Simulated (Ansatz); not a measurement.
# CaLa2S4 (I-42d): the host for defect calculations, part 2 of 3

Aim: the runs on the perfect crystal CaLa2S4 (I-42d) that a defect calculation needs first.

Ansatz 0.2.0; plane-wave PAW DFT, PBEsol; relaxation of the host's cell and atoms (the session's first sound run).

So far: The structure; Host cell relaxation. The relaxed cell has a = 8.547, c = 8.593 Å (conventional setting).

## 3. Dielectric tensors of the host

The response to a uniform electric field gives the electronic dielectric tensor.

This step: plane-wave PAW DFPT, PBEsol; dielectric tensors, Born charges and zone-centre modes of the host (Ansatz 0.2.0).

File eps/input.yaml:

```yaml
crystal:
  lattice:
    - [-4.2736452829, 4.2736452829, 4.2964690658]
    - [4.2736452829, -4.2736452829, 4.2964690658]
    - [4.2736452829, 4.2736452829, -4.2964690658]
  atoms:
    - { symbol: Ca, position: [0.0, 0.0, 0.0] }
    - { symbol: Ca, position: [0.75, 0.25, 0.5] }
    - { symbol: La, position: [0.875, 0.4955678085, 0.1205678085] }
    - { symbol: La, position: [0.5044321915, 0.625, 0.3794321915] }
    - { symbol: La, position: [0.375, 0.7544321915, 0.8794321915] }
    - { symbol: La, position: [0.2455678085, 0.125, 0.6205678085] }
    - { symbol: S, position: [0.1231199789, 0.375195512, 0.897198313] }
    - { symbol: S, position: [0.125195512, 0.3731199789, 0.397198313] }
    - { symbol: S, position: [0.624804488, 0.522002801, 0.747924467] }
    - { symbol: S, position: [0.9759216659, 0.727997199, 0.602801687] }
    - { symbol: S, position: [0.272002801, 0.874804488, 0.247924467] }
    - { symbol: S, position: [0.6268800211, 0.0240783341, 0.752075533] }
    - { symbol: S, position: [0.7740783341, 0.8768800211, 0.252075533] }
    - { symbol: S, position: [0.477997199, 0.2259216659, 0.102801687] }
basis:
  ecutwfc: 420
hamiltonian:
  xc: pbesol
kpoints:
  mp_grid: { grid: [4, 4, 4] }
scf:
  occupations: { method: fixed }
  max_iter: 100
phonons:
  method: dfpt
  dielectric: true
  rigid_motions: translations
```

Run with:

```bash
ansatz run input.yaml --threads 8 --pin off --max-ram 14131MiB --backend cpu --events-out ev --progress --plain --runs-dir out
```

Numbers of over 12 decimals in the logs are rounded to 6 here.

The program printed:

```text
[...]
Crystal: 14 atoms, lattice volume = 313.884 Å³
Basis set: ecut = 420 eV, 6115 PW (Γ), exchange–correlation on 120×120×120 points (8 copies of the dense FFT grid, shifted against one another)
Bands: 70, of which v1, the nominal top of the filled ones, is band 56 counted from 1 (55 counted from 0)
Symmetry: 8 space group operations
k-points: 36 of 64 (irreducible under 1 space group operation, time reversal used)
[...]
SCF iter   1: F=—  HF=-35343.056074 eV  |F-HF|=—  |Δ(HF+E_count)|=         —  Δρ=5.53e-3  dr2=1.35e-1  ethr=1.77e-3  ⟨swp⟩=5.9  Hψ=8555  notcnv=0  defer=382
[...]
SCF iter   9: F=-35343.032552 eV  HF=-35343.032552 eV  |F-HF|=7.28e-12  |Δ(HF+E_count)|=  1.46e-11  Δρ=6.19e-8  dr2=1.09e-11  ethr=1.00e-12  ⟨swp⟩=24.9  Hψ=19819  notcnv=0
SCF 1 converged in 9 iterations: F = -35343.032552 eV  dr2 = 1.09e-11
[...]
NSCF: frozen V_eff on 3 k-points
DFPT response loops at Γ: preconditioner auto → Resta (q_TF=auto, 2.298 Å⁻¹)  ε∞=5.6 (no band partly filled); β = 1.00, the filter's whole step (`scf.mixing.beta` (0.50) is not read by the response loops at its default; [...]
── the response to a field inside a basis, on 4×4×4 k-points: an SCF that follows is theirs, and a resumed run solves both again ──
Bands: 57, of which v1, the nominal top of the filled ones, is band 56 counted from 1 (55 counted from 0)
k-points: 11 of 64 (time reversal used)
[...]
Eigensolver: Dense (11 Hₖ)
SCF iter   1: F=—  HF=-35342.474982 eV  |F-HF|=—  |Δ(HF+E_count)|=         —  Δρ=5.33e-4  dr2=3.88e-4  ethr=1.00e-1
[...]
SCF iter   5: F=-35342.475092 eV  HF=-35342.475092 eV  |F-HF|=5.01e-9  |Δ(HF+E_count)|=   1.96e-7  Δρ=1.94e-6  dr2=1.44e-8  ethr=2.80e-10
SCF 1 converged in 5 iterations: F = -35342.475092 eV  dr2 = 1.44e-8
[...]
SCF converged after 9 iterations
Free energy (F): -35343.032552 eV
[...]
Internal energy: -35343.032552 eV  (E = F + TS)
E sigma→0 (E₀):  -35343.032552 eV
Fermi energy:    8.968720 eV
[...]
--- Band table (eV; the first three rows and the last of 36) ---
[...]
[... further k-points left out ...]
--- Phonons (Γ-DFPT): 8 representative perturbations + reference, on 36 of 64 k-points (Σ response iterations 32) ---
  k mesh reduced under 1 symmetry operation, with k and −k counted as one. Each operation leaves every solved perturbation unchanged. A smaller set is not considered because the run solves the response to a homogeneous field
  ASR residual: 3.244e-5 → 0.000e0 eV/Å²; symmetrization residual: 4.306e-6 eV/Å²
  ASR residual per site (eV/Å²): 3.24e-5 3.24e-5 2.11e-5 2.11e-5 2.11e-5 2.11e-5 1.05e-5 1.05e-5 1.05e-5 1.05e-5 1.05e-5 1.05e-5 1.05e-5 1.05e-5
  Γ frequencies (cm⁻¹): 0.00 0.00 0.00 91.79 92.98 96.03 96.03 97.90 100.52 123.08 123.08 133.72 139.40 143.72 143.72 155.05 159.60 159.60 172.03 176.95 177.13 188.16 188.16 195.47 195.47 199.50 205.67 205.67 215.00 215.00 218.55 226.43 226.81 234.12 234.12 [...]
  ε∞ (high-frequency dielectric tensor):
        7.842686     0.000000    -0.000000
        0.000000     7.842686    -0.000000
       -0.000000    -0.000000     7.912555
  ε⁰ (static dielectric tensor: ions relaxed, cell fixed):
       19.335757    -0.000000    -0.000000
       -0.000000    19.335757    -0.000000
       -0.000000    -0.000000    21.061752
  ε⁰ − ε∞ (ionic part):
       11.493071    -0.000000    -0.000000
       -0.000000    11.493071    -0.000000
       -0.000000    -0.000000    13.149197
  softest optical mode at Γ: 91.79 cm⁻¹; the repairs (sum rule, projections) moved no ω² at Γ by more than (1.34 cm⁻¹)²
  Born effective charges Z* (e; rows j = field, columns β = displacement):
    site 0:
         2.45615   -0.06271   -0.00000
         0.06271    2.45615   -0.00000
        -0.00000   -0.00000    2.76956
    site 1:
         2.45615    0.06271   -0.00000
        -0.06271    2.45615   -0.00000
        -0.00000   -0.00000    2.76956
    site 2:
         3.94942   -0.00000   -0.00000
        -0.00000    4.34816    0.21386
        -0.00000    0.16819    3.97144
    site 3:
         4.34816   -0.00000   -0.21386
        -0.00000    3.94942   -0.00000
        -0.16819   -0.00000    3.97144
    site 4:
         3.94942    0.00000   -0.00000
         0.00000    4.34816   -0.21386
        -0.00000   -0.16819    3.97144
    site 5:
         4.34816    0.00000    0.21386
         0.00000    3.94942   -0.00000
         0.16819   -0.00000    3.97144
    site 6:
        -3.02979   -0.08494    0.22821
        -0.09223   -2.34708    0.15087
         0.40088    0.04136   -2.67811
    site 7:
        -2.34708   -0.09223    0.15087
        -0.08494   -3.02979    0.22821
         0.04136    0.40088   -2.67811
    site 8:
        -2.34708    0.09223   -0.15087
         0.08494   -3.02979    0.22821
        -0.04136    0.40088   -2.67811
    site 9:
        -2.34708   -0.09223   -0.15087
        -0.08494   -3.02979   -0.22821
        -0.04136   -0.40088   -2.67811
    site 10:
        -3.02979    0.08494    0.22821
[...]
site 11:
[...]
site 12:
[...]
site 13:
[...]
Z* charge neutrality: 8.678e-2 e pre-enforcement
  solved inside a basis spanned on kpoints, on 4×4×4 k-points, its susceptibility summed on 8×8×8: ε∞ is read to err by 3.2e-2, Z* by 3.5e-2 e (field_mesh: kpoints solves on kpoints); Z* is corrected for what the basis lacks
  optical modes at Γ without the LO–TO term, one row a degenerate level:
      ω (cm⁻¹)  modes    IR ((D/Å)²/amu)
[...]
optical modes at Γ + LO–TO along q̂ = [1.0000, 0.0000, 0.0000]:
      ω (cm⁻¹)  modes    IR ((D/Å)²/amu)
[...]
optical modes at Γ + LO–TO along q̂ = [0.0000, 1.0000, 0.0000]:
      ω (cm⁻¹)  modes    IR ((D/Å)²/amu)
[...]
optical modes at Γ + LO–TO along q̂ = [0.0000, 0.0000, 1.0000]:
      ω (cm⁻¹)  modes    IR ((D/Å)²/amu)
[...]
215.00      2            13.3771
        216.35      1             0.2641
        226.43      1             0.0000
        226.81      1             0.0000
        234.12      2             6.7875
        247.70      1             0.0000
        251.43      1             0.0000
        257.82      1             0.0000
        264.30      1             0.0000
        284.11      2             2.0933
        286.63      1             0.0000
        296.59      1            60.3160
```

It took 5.4 min on 8 threads of Arm Neoverse V1, shared host; peak memory 4.6 GiB; 41 min of CPU time.

Reading the cycles: dr2 is the Hartree energy of the density residual (eV), the measure of convergence; HF is the Harris–Foulkes estimate of the energy, which meets the free energy F at convergence.

Electronic dielectric tensor:

```
7.84 0.00 0.00
0.00 7.84 0.00
0.00 0.00 7.91
```

Static dielectric tensor:

```
19.34  0.00  0.00
 0.00 19.34  0.00
 0.00  0.00 21.06
```

The principal values of the electronic dielectric tensor are 7.84, 7.84 and 7.91. The principal values of the static dielectric tensor are 19.34, 19.34 and 21.06.

## 4. Defect free supercell on its symmetric sites

This cell, the one that will hold the defects, is built from the relaxed host. It is run at the k-points of the defect runs; forces that show here come from the change of settings, chiefly the coarser sampling.

This step: plane-wave PAW DFT, PBEsol; single point of the defect-free supercell (Ansatz 0.2.0).

System of this step: CaLa2S4. Symmetry: I-42d, No. 122, tetragonal system. The conventional cell has a = 8.547 Å, b = 8.547 Å, c = 8.593 Å, α = 90.00°, β = 90.00°, γ = 90.00°. Nearest to Ca lie 8 S at 2.86 to 3.06 Å. Nearest to La lie 8 S at 2.88 to 3.09 Å. S has 2 Ca at 2.86 to 3.06 Å and 4 La at 2.88 to 3.09 Å nearest. Farther neighbours and most contacts between anions are not listed.

File pristine.point/input.yaml:

```yaml
crystal:
  lattice:
    - [8.5472905658, 0.0, 0.0]
    - [0.0, 8.5472905658, 0.0]
    - [0.0, 0.0, 8.5929381316]
  atoms:
    - { symbol: Ca, position: [0.0, 0.0, 0.0] }
    - { symbol: Ca, position: [0.5, 0.5, 0.5] }
    - { symbol: Ca, position: [0.0, 0.5, 0.25] }
    - { symbol: Ca, position: [0.5, 0.0, 0.75] }
    - { symbol: La, position: [0.3705678085, 0.75, 0.125] }
    - { symbol: La, position: [0.8705678085, 0.25, 0.625] }
    - { symbol: La, position: [0.25, 0.1294321915, 0.375] }
    - { symbol: La, position: [0.75, 0.6294321915, 0.875] }
    - { symbol: La, position: [0.1294321915, 0.75, 0.625] }
    - { symbol: La, position: [0.6294321915, 0.25, 0.125] }
    - { symbol: La, position: [0.25, 0.3705678085, 0.875] }
    - { symbol: La, position: [0.75, 0.8705678085, 0.375] }
    - { symbol: S, position: [0.074636923, 0.82256139, 0.3005585889] }
    - { symbol: S, position: [0.574636923, 0.32256139, 0.8005585889] }
    - { symbol: S, position: [0.32256139, 0.074636923, 0.0505585889] }
    - { symbol: S, position: [0.82256139, 0.574636923, 0.5505585889] }
    - { symbol: S, position: [0.32256139, 0.425363077, 0.1994414111] }
    - { symbol: S, position: [0.82256139, 0.925363077, 0.6994414111] }
    - { symbol: S, position: [0.17743861, 0.425363077, 0.5505585889] }
    - { symbol: S, position: [0.67743861, 0.925363077, 0.0505585889] }
    - { symbol: S, position: [0.425363077, 0.82256139, 0.4494414111] }
    - { symbol: S, position: [0.925363077, 0.32256139, 0.9494414111] }
    - { symbol: S, position: [0.074636923, 0.67743861, 0.9494414111] }
    - { symbol: S, position: [0.574636923, 0.17743861, 0.4494414111] }
    - { symbol: S, position: [0.17743861, 0.074636923, 0.6994414111] }
    - { symbol: S, position: [0.67743861, 0.574636923, 0.1994414111] }
    - { symbol: S, position: [0.425363077, 0.67743861, 0.8005585889] }
    - { symbol: S, position: [0.925363077, 0.17743861, 0.3005585889] }
basis:
  ecutwfc: 420
  xc_grid: 2
hamiltonian:
  xc: pbesol
kpoints:
  mp_grid: { grid: [1, 1, 1] }
scf:
  occupations: { method: fermi_dirac, width: 0.01 }
  max_iter: 80
output:
  forces: true
```

The program printed:

```text
[...]
Crystal: 28 atoms, lattice volume = 627.767 Å³
Basis set: ecut = 420 eV, 12245 PW (Γ), exchange–correlation on 120×120×120 points (8 copies of the dense FFT grid, shifted against one another)
Bands: 140, of which v1, the nominal top of the filled ones, is band 112 counted from 1 (111 counted from 0)
Symmetry: 16 space group operations
[...]
k-points: 1
[...]
SCF iter   1: F=—  HF=-70682.535939 eV  |F-HF|=—  |Δ(HF+E_count)|=         —  Δρ=5.47e-3  dr2=1.66e-1  ethr=1.77e-3  ⟨swp⟩=8.0  Hψ=564  notcnv=0  defer=4
[...]
SCF iter   6: F=-70682.520763 eV  HF=-70682.520763 eV  |F-HF|=1.37e-8  |Δ(HF+E_count)|=   1.36e-6  Δρ=4.87e-6  dr2=2.16e-7  ethr=2.80e-10  ⟨swp⟩=5.0  Hψ=472  notcnv=0
SCF 1 converged in 6 iterations: F = -70682.520763 eV  dr2 = 2.16e-7
[...]
SCF converged after 6 iterations
Free energy (F): -70682.520763 eV
[...]
Internal energy: -70682.520763 eV  (E = F + TS)
E sigma→0 (E₀):  -70682.520763 eV
Fermi energy:    9.961357 eV
[...]
--- Forces (eV/Å), atoms counted from 1 ---
  atom   1  Ca     0.00000000    -0.00000000     0.00000000
  atom   2  Ca     0.00000000    -0.00000000     0.00000000
  atom   3  Ca     0.00000000    -0.00000000     0.00000000
  atom   4  Ca     0.00000000    -0.00000000     0.00000000
  atom   5  La    -0.05373656    -0.00000000     0.00000000
  atom   6  La    -0.05373656    -0.00000000     0.00000000
  atom   7  La     0.00000000     0.05373656     0.00000000
  atom   8  La    -0.00000000     0.05373656     0.00000000
  atom   9  La     0.05373656    -0.00000000    -0.00000000
  atom  10  La     0.05373656    -0.00000000    -0.00000000
  atom  11  La    -0.00000000    -0.05373656     0.00000000
  atom  12  La    -0.00000000    -0.05373656     0.00000000
  atom  13  S     -0.00542967     0.23027634    -0.19768509
  atom  14  S     -0.00542967     0.23027634    -0.19768509
  atom  15  S      0.23027634    -0.00542967    -0.19768509
  atom  16  S      0.23027634    -0.00542967    -0.19768509
  atom  17  S      0.23027634     0.00542967     0.19768509
  atom  18  S      0.23027634     0.00542967     0.19768509
  atom  19  S     -0.23027634     0.00542967    -0.19768509
  atom  20  S     -0.23027634     0.00542967    -0.19768509
  atom  21  S      0.00542967     0.23027634     0.19768509
  atom  22  S      0.00542967     0.23027634     0.19768509
  atom  23  S     -0.00542967    -0.23027634     0.19768509
  atom  24  S     -0.00542967    -0.23027634     0.19768509
  atom  25  S     -0.23027634    -0.00542967     0.19768509
  atom  26  S     -0.23027634    -0.00542967     0.19768509
  atom  27  S      0.00542967    -0.23027634    -0.19768509
  atom  28  S      0.00542967    -0.23027634    -0.19768509
  max |Σ_I F_I| component: 2.65e-16 eV/Å
```

Elapsed: 1.3 s, on 8 threads; peak memory 0.68 GiB; 7.3 s of CPU time.

Force (size) by element, in eV/Å:

```
element  atoms   mean  spread (r.m.s.)  least  largest
     Ca      4  0.000            0.000  0.000    0.000
     La      8  0.054            0.000  0.054    0.054
      S     16  0.304            0.000  0.304    0.304
```

The atoms with the largest values:

| atom | x, y, z (Å) | force (eV/Å) |
| --- | --- | --- |
| S15 | 2.76, 0.64, 0.43 | 0.230, -0.005, -0.198 |
| S14 | 4.91, 2.76, 6.88 | -0.005, 0.230, -0.198 |
| S16 | 7.03, 4.91, 4.73 | 0.230, -0.005, -0.198 |
| S13 | 0.64, 7.03, 2.58 | -0.005, 0.230, -0.198 |
| S28 | 7.91, 1.52, 2.58 | 0.005, -0.230, -0.198 |
| S27 | 3.64, 5.79, 6.88 | 0.005, -0.230, -0.198 |
| S26 | 5.79, 4.91, 1.71 | -0.230, -0.005, 0.198 |
| S25 | 1.52, 0.64, 6.01 | -0.230, -0.005, 0.198 |

Forces of up to 0.30 eV/Å remain, so this geometry is not at rest at this level.

(Part 2 of 3 ends here.)

[Logs are printed without paths, hosts, clocks, repeated set-up lines and the standing remarks that a program may print on its own settings, such as how far it seeks lower states.]

[Hosts, paths, dates, database ids (printed as entryN), source tags and the programs' standing remarks are cut or masked in the printed files.]

[Runs of the host that timed out are not shown.]

[For some hosts the program warned that the k-mesh of the response run may be too coarse for force constants and the static dielectric constant; such warnings are not always shown.]
